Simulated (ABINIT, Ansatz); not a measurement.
# KHF2 (I4/mcm): G0W0 on several meshes in ABINIT, part 2 of 2

How does the mesh move the gap of KHF2 (I4/mcm)?

ABINIT 10.8.3; PBEsol and many-body steps on it, plane waves. Known limits of the many-body steps: not at the basis limit; coarse k mesh.

So far. Step 4 (2×2×2): The gap on the mesh goes from 7.02 eV to 10.93 eV, a correction of +3.91 eV. Step 5 (Empty states on the mesh, 4×4×4 mesh, 104 bands): On this mesh the gap is 7.017 eV.

## (7) 4×4×4

This step: G0W0 on PBEsol, plane waves, norm-conserving pseudopotentials.

The input, run.abi:

```
acell 3*1.0 Angstrom
rprim 
  -2.835000000000 2.835000000000 3.405000000000
  2.835000000000 -2.835000000000 3.405000000000
  2.835000000000 2.835000000000 -3.405000000000
ntypat 3
znucl 19 1 9
natom 8
typat 1 1 2 2 3 3 3 3
xred 
  0.250000000000 0.250000000000 -0.000000000000
  0.750000000000 0.750000000000 -0.000000000000
  0.500000000000 -0.000000000000 0.500000000000
  0.000000000000 0.500000000000 0.500000000000
  0.640800000000 0.140800000000 0.781600000000
  0.140800000000 0.359200000000 0.500000000000
  0.359200000000 0.859200000000 0.218400000000
  0.859200000000 0.640800000000 0.500000000000
pp_dirpath "pseudos"
pseudos "K.upf, H.upf, F.upf"
ecut 36
ngkpt 4 4 4
nshiftk 1
shiftk 0 0 0
kptopt 1
chksymbreak 0
istwfk *1
occopt 1
irdwfk 1
optdriver 4
nband 96
gwcalctyp 0
ecutsigx 36
symsigma 1
nkptgw 2
kptgw 
  0.5000000000 0.5000000000 0.5000000000
  0.0000000000 0.0000000000 0.0000000000
bdgw 
  22 26
  22 26
ecuteps 4.2
irdscr 1
ppmodel 1
indata_prefix "in"
outdata_prefix "out"
tmpdata_prefix "tmp"
```

Run with:

```
$ OMP_NUM_THREADS=1 mpirun -n 4 abinit run.abi > log
```

Numbers of over 12 decimals in the logs are rounded to 6 here.

Log:

```text
.Version 10.8.3 of ABINIT. v10.8.2 released Aug 2026.

 Symmetries : space group I4/m c m (#140); Bravais tI (body-center tetrag.)
[... echo of the input left out ...]
== DATASET  1 ==================================================================
-   mpi_nproc: 4, omp_nthreads: 1 (-1 if OMP is not activated)

--- !DatasetInfo
iteration_state: {dtset: 1, }
dimensions: {natom: 8, nkpt: 13, mband: 96, nsppol: 1, nspinor: 1, nspden: 1, mpw: 7677, }
cutoff_energies: {ecut:  36.0, pawecutdg:  -1.0, }
electrons: {nelect:   4.80000000E+01, charge:   0.00000000E+00, occopt:   1.00000000E+00, tsmear:   1.00000000E-02, }

 SIGMA: Calculation of the GW corrections

 Based on a program developped by R.W. Godby, V. Olevano, G. Onida, and L. Reining.
 Incorporated in ABINIT by V. Olevano, G.-M. Rignanese, and M. Torrent.
.Using double precision arithmetic ; gwpc =  8

[... cell and pseudopotentials left out ...]
--------------------------------------------------------------------------------

 ==== K-mesh for the wavefunctions ====
 Number of points in the irreducible wedge :    13
[... list of points left out ...]
 Together with 16 symmetry operations and time-reversal symmetry
 yields    64 points in the full Brillouin Zone.

 ==== Q-mesh for screening function ====
 Number of points in the irreducible wedge :    13
[... list of points left out ...]
 Together with 16 symmetry operations and time-reversal symmetry
 yields    64 points in the full Brillouin Zone.

 vcoul_init : cutoff-mode = AUXILIARY_FUNCTION
 q-points for optical limit:   1
     1)      0.000010    0.000020    0.000030
 setmesh: FFT mesh size selected  =    60x   60x   60
          total number of points  =       216000

 Number of electrons calculated from density =   48.0000; Expected =   48.0000
[...]
number of omega for Sigma on real axis              0
 max omega for Sigma on real axis  [eV]           0.00
 zcut for avoiding poles [eV]                     0.10

 EPSILON^-1 parameters (SCR file):
 dimension of the eps^-1 matrix on file            305
 dimension of the eps^-1 matrix used               305
 number of plane-waves for wavefunctions          7677
 number of bands                                    96
 number of q-points in IBZ                          13
 number of frequencies                               2
 number of real frequencies                          1
 number of imag frequencies                          1

 matrix elements of self-energy operator (all in [eV])

 Perturbative Calculation

--- !SelfEnergy_ee
iteration_state: {dtset: 1, }
kpoint     : [   0.500,    0.500,    0.500, ]
spin       : 1
KS_gap     :    9.533
QP_gap     :   14.368
Delta_QP_KS:    4.835
data: !SigmaeeData |
     Band     E0 <VxcDFT>   SigX SigC(E0)      Z dSigC/dE  Sig(E)    E-E0       E
       22  -1.662 -22.718 -30.193   4.608   0.829  -0.206 -25.096  -2.378  -4.041
       23  -1.662 -22.718 -30.193   4.608   0.829  -0.206 -25.096  -2.378  -4.041
       24  -1.443 -22.344 -30.447   4.990   0.824  -0.214 -24.908  -2.564  -4.007
[...]
--- !SelfEnergy_ee
iteration_state: {dtset: 1, }
kpoint     : [   0.000,    0.000,    0.000, ]
spin       : 1
KS_gap     :    7.072
QP_gap     :   11.227
Delta_QP_KS:    4.155
data: !SigmaeeData |
     Band     E0 <VxcDFT>   SigX SigC(E0)      Z dSigC/dE  Sig(E)    E-E0       E
[...]
25   5.574  -8.572  -4.413  -2.414   0.906  -0.104  -6.991   1.581   7.155
       26   8.373 -10.113  -4.620  -2.408   0.902  -0.108  -7.329   2.784  11.157

== END DATASET(S) ==============================================================
================================================================================

 -outvars: echo values of variables after computation  --------
           etotal      0.0000000000E+00
            nband          96
             nkpt          13
          spgroup         140
 [... the other variables as echoed above ...]

 Calculation completed.
```

Wall time 20 s (4 MPI ranks of Intel Xeon Platinum 8488C (Sapphire Rapids), shared host); peak memory 2.3 GiB; 79 s of CPU time.

Numbers from this step:

| Item | Value |
| --- | --- |
| G0W0 gap on the points computed | 11.15 eV |
| starting gap on the mesh | 7.017 eV |
| k of the valence top | 0, 0, 0 |
| k of the conduction bottom | 0, 0, 0 |
| Z at the valence top | 0.829 |
| Z at the conduction bottom | 0.906 |
| least direct G0W0 gap on the computed points | 11.15 eV |

Against G0W0 in ABINIT (2×2×2 mesh, 96 bands, screening to 114.3 eV, Godby-Needs plasmon pole), the gap moves by +0.216 eV.

## (8) Side by side

Times are wall times on 4 MPI ranks of Intel Xeon Platinum 8488C (Sapphire Rapids), shared host, good to a factor of about two. A run's time includes the screening step that it read.

```csv
run,mesh,bands,screening cutoff (eV),DFT gap (eV),gap on the mesh (eV),direct (eV),ε∞ used,time
2×2×2,2×2×2,96,114.3,7.017,10.930,10.930,1.84,31 s
4×4×4,4×4×4,96,114.3,7.017,11.146,11.146,1.84,3.9 min
```

## (9) Results

| Quantity | Value |
| --- | --- |
| 2×2×2 | 10.930 eV |
| 4×4×4 | 11.146 eV |
| known limits | not at the basis limit; coarse k mesh |

**Reading.** 4×4×4: +0.216 eV against 2×2×2. Bands and cutoff are finite, so the gap is not at the basis limit. The miss can reach some tenths of an eV and take either sign; the mesh is an error of its own. In the first G0W0 run levels were corrected at 2 k points alone, so a gap called «on the mesh» is the least over those, and an edge elsewhere would be missed. The 2×2×2 mesh is coarse for this cell, which bears on the long-range parts of exchange and screening.

[Paths, hosts, dates, memory and timing lines, banners, echoed tables and standing remarks are left out of the program output.]

[Logs are printed without paths, hosts, clocks, repeated set-up lines and the standing remarks that a program may print on its own settings, such as how far it seeks lower states.]

[Runs of the session that timed out or met a known fault of the program may be left out.]

[No measured gap is set beside runs whose start may be inverted or whose files or cutoffs have a known fault.]

[Hosts, paths, dates, database ids (printed as entryN), source tags and the programs' standing remarks are cut or masked in the printed files.]

[G0W0 gaps are taken among the corrected bands and points alone; a level outside them can change the order at an edge.]

[Where Ansatz stands beside ABINIT at settings called matched, ABINIT's density can come from a denser mesh and the files from another edition; pairs whose starting gaps differed by over 0.03 eV were left out, so agreement reads better than it is.]
